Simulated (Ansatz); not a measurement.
# CsReF3 (cubic perovskite) (Pm-3m): how robust is the cRPA U?, part 2 of 2

Wanted: the sensitivity and cost of U and J for CsReF3 (cubic perovskite) (Pm-3m).

Ansatz 0.2.0; constrained RPA on PBEsol, plane waves, PAW.

So far. Step 4 (Changed: 6×6×6 mesh): On the Re t2g shell, screening brings the on-site interaction from 12.6 eV down to U = 4.27 eV.

The structure was built from a prototype and need not be the compound's stable phase.

### 6. Changed: accuracy low

The input, input.yaml:

```yaml
crystal:
  lattice:
    - [0.0, -4.26015021, 0.0]
    - [0.0, 0.0, 4.26015021]
    - [-4.26015021, 0.0, 0.0]
  atoms:
    - { symbol: Cs, position: [0.0, 0.0, 0.0] }
    - { symbol: Re, position: [0.5, 0.5, 0.5] }
    - { symbol: F, position: [0.5, 0.5, 0.0] }
    - { symbol: F, position: [0.5, 0.0, 0.5] }
    - { symbol: F, position: [0.0, 0.5, 0.5] }
kpoints:
  mp_grid: { grid: [6, 6, 6] }
hamiltonian:
  xc: pbesol
scf:
  occupations: { method: gaussian, width: 0.08 }
  n_extra_bands: 19
  max_iter: 150
  lower_state_search: "off"
output:
  crpa:
    kmesh: [4, 4, 4]
    target_bands: [v3, v1]
    projections: [{ species: Re, l: d, shell: 5, orbitals: [dxz, dyz, dxy] }]
    accuracy: low
```

On the command line:

```console
$ ansatz run input.yaml --threads 4 --pin off --max-ram 9216MiB --backend cpu --events-out ev --progress --plain --runs-dir out
```

Numbers of over 12 decimals in the logs are rounded to 6 here.

The log of the run:

```text
[...]
Crystal: 5 atoms, lattice volume = 77.317 Å³
Basis set: ecut = 420 eV, 1503 PW (Γ)
Bands: 42, of which v1, the nominal top of the filled ones, is band 23 counted from 1 (22 counted from 0)
Symmetry: 48 space group operations
[...]
k-points: 20 of 216
[...]
k-point 19: bands = [... 19 lower, 5.1377, 12.1014, 12.1014, 12.1014, 14.8046, 14.8046, 14.8046, 15.4212, ... 15 higher]
[...]
χ-basis size per q: N_G = 257..288
[...]
Site 1, 5D, 3 of 5 d orbitals (Wannier functions 1, 2, 3; wannier90's mr 2, 3, 5):
      screened: U = 4.2421 eV, U' = 3.4960 eV, J = 0.3300 eV
      screened, to within: U = 1.4e-1 eV, U' = 1.4e-1 eV, J = 8.8e-3 eV
      bare: V = 12.6218 eV, V' = 11.5925 eV, J = 0.5081 eV
[...]
[key lines of the parts left out:]
SCF converged after 7 iterations
Free energy (F): -18722.358046 eV
Fermi energy:    11.663591 eV
```

Wall time 15 s (4 threads of Arm Neoverse V2, shared host); peak memory 0.56 GiB.

Numbers from this step:

```
U                                                 : 4.242 eV
U prime (inter-orbital)                           : 3.496 eV
J                                                 : 0.3300 eV
bare V                                            : 12.62 eV
bare J                                            : 0.5081 eV
stated bound on U                                 : 0.1327 eV
U over bare V                                     : 0.3361
electrons in the window                           : 5.000
head of the constrained inverse dielectric matrix : 0.2724
least eigenvalue of the projection's overlap      : 0.8166
target functions                                  : 3
bands in the sums                                 : 46
width of the target bands                         : 1.929 eV
weight of the projected orbitals in the window    : 0.8889
```

On the Re t2g shell, screening brings the on-site interaction from 12.6 eV down to U = 4.24 eV.

### 7. Changed: sums without a band count

input.yaml, as its differences from that of step 6:

```diff
@@ -25,2 +25,2 @@
     projections: [{ species: Re, l: d, shell: 5, orbitals: [dxz, dyz, dxy] }]
-    accuracy: low
+    accuracy: sum_over_states
```

The log of the run:

```text
Error: 2 input errors — fix all and re-run
  1. invalid value for `output.crpa.n_empty_bands`: is left out, and the sums over bands alone (accuracy: sum_over_states under output.crpa) have no default for it, since their result follows it; type one, or take accuracy: low, medium or high under output.crpa
  2. invalid value for `output.crpa.ecut_chi`: is left out, and the sums over bands alone (accuracy: sum_over_states under output.crpa) have no default for it, since their result follows it; type one, or take accuracy: low, medium or high under output.crpa
```

Run time: 0.12 s. Hardware: 4 threads; peak memory 0.096 GiB.

The input was rejected at the start.

The program's message: “Error: 2 input errors — fix all and re-run”

The fault put into this input: sums without a band count.

### 8. Changed: volume -6 %

The cell differs from the one that the last finished run ended in (a 4.260 → 4.173 Å, b 4.260 → 4.173 Å, c 4.260 → 4.173 Å).

input.yaml, the sections that differ from step 7:

```yaml
crystal:
  lattice:
    - [0.0, -4.1731839668, 0.0]
    - [0.0, 0.0, 4.1731839668]
    - [-4.1731839668, 0.0, 0.0]
  atoms:
    - { symbol: Cs, position: [0.0, 0.0, 0.0] }
    - { symbol: Re, position: [0.5, 0.5, 0.5] }
    - { symbol: F, position: [0.5, 0.5, 0.0] }
    - { symbol: F, position: [0.5, 0.0, 0.5] }
    - { symbol: F, position: [0.0, 0.5, 0.5] }
output:
  crpa:
    kmesh: [4, 4, 4]
    target_bands: [v3, v1]
    projections: [{ species: Re, l: d, shell: 5, orbitals: [dxz, dyz, dxy] }]
  local_orbitals:
    kmesh: [8, 8, 8]
    orbitals: [{ species: Re, l: d, shell: 5, orbitals: [dxz, dyz, dxy] }]
    window: { bands: [v3, v1] }
    seedname: lo
# kpoints, hamiltonian, scf: as in step 7
```

The log of the run:

```text
[...]
Crystal: 5 atoms, lattice volume = 72.678 Å³
Basis set: ecut = 420 eV, 1365 PW (Γ)
Bands: 42, of which v1, the nominal top of the filled ones, is band 23 counted from 1 (22 counted from 0)
Symmetry: 48 space group operations
[...]
k-points: 20 of 216
[...]
k-point 19: bands = [... 19 lower, 5.9887, 13.2815, 13.2815, 13.2815, 15.8252, 15.8252, 15.8252, 16.9424, ... 15 higher]
[...]
χ-basis size per q: N_G = 251..280
[...]
Site 1, 5D, 3 of 5 d orbitals (Wannier functions 1, 2, 3; wannier90's mr 2, 3, 5):
      screened: U = 4.2454 eV, U' = 3.5030 eV, J = 0.3334 eV
      screened, to within: U = 9.1e-3 eV, U' = 9.1e-3 eV, J = 6.6e-4 eV
      bare: V = 12.5548 eV, V' = 11.5345 eV, J = 0.5036 eV
[...]
[key lines of the parts left out:]
SCF converged after 7 iterations
Free energy (F): -18722.264440 eV
Fermi energy:    12.775114 eV
```

Run time: 30 s. Hardware: 4 threads; peak memory 0.61 GiB; 1.9 min of CPU time.

This step gave:

```yaml
u: 4.245 eV
u_prime_inter_orbital: 3.503 eV
j: 0.3334 eV
bare_v: 12.55 eV
bare_j: 0.5036 eV
stated_bound_on_u: 0.009038 eV
u_over_bare_v: 0.3382
electrons_in_the_window: 5.000
head_of_the_constrained_inverse_dielectric_matrix: 0.2682
least_eigenvalue_of_the_projection_s_overlap: 0.8066
target_functions: 3
bands_in_the_sums: 46
r_m_s_miss_of_the_model_bands: 2.46e-4 eV
width_of_the_target_bands: 2.194 eV
weight_of_the_projected_orbitals_in_the_window: 0.8812
```

On the Re t2g shell, screening brings the on-site interaction from 12.6 eV down to U = 4.25 eV.

### 9. Side by side

Times are wall times on 4 threads of Arm Neoverse V2, shared host, good to a factor of about two.

```
          run  bare V (eV)  U (eV)  J (eV)  bound on U (eV)  width (eV)     time
target window        12.62   4.295   0.333           0.0092        1.93     31 s
   2×2×2 mesh        12.94   4.616   0.333           0.0097        1.93    5.8 s
   6×6×6 mesh        12.60   4.272   0.333           0.0101        1.93  2.8 min
 accuracy low        12.62   4.242   0.330           0.1327        1.93     15 s
  volume -6 %        12.55   4.245   0.333           0.0090        2.19     30 s
```

### 10. What came out

| Quantity | Value |
| --- | --- |
| target window | U 4.30 eV, J 0.33 eV |
| 2×2×2 mesh | U 4.62 eV, J 0.33 eV |
| 6×6×6 mesh | U 4.27 eV, J 0.33 eV |
| accuracy low | U 4.24 eV, J 0.33 eV |
| volume -6 % | U 4.25 eV, J 0.33 eV |

What this shows: 2×2×2 mesh moves U by +0.32 eV at 0.18 times the time. 6×6×6 mesh moves U by −0.02 eV at 5.4 times the time. Accuracy low moves U by −0.05 eV (within the solver's bounds, for the mean over orbitals) at 0.48 times the time. Volume -6 % moves U by −0.05 eV. The printed bound covers the solver alone, not the mesh. The parent state is non-magnetic and the interaction static (zero frequency); U depends on the window and the orbitals, so it belongs to this model alone. Spin-orbit coupling, which is strong for atoms this heavy, is left out.

[Paths, hosts, dates, memory and timing lines, banners, echoed tables and standing remarks are left out of the program output.]

[Logs are printed without paths, hosts, clocks, repeated set-up lines and the standing remarks that a program may print on its own settings, such as how far it seeks lower states.]

[Runs of the session that timed out or met a known fault of the program may be left out.]

[Hosts, paths, dates, database ids (printed as entryN), source tags and the programs' standing remarks are cut or masked in the printed files.]
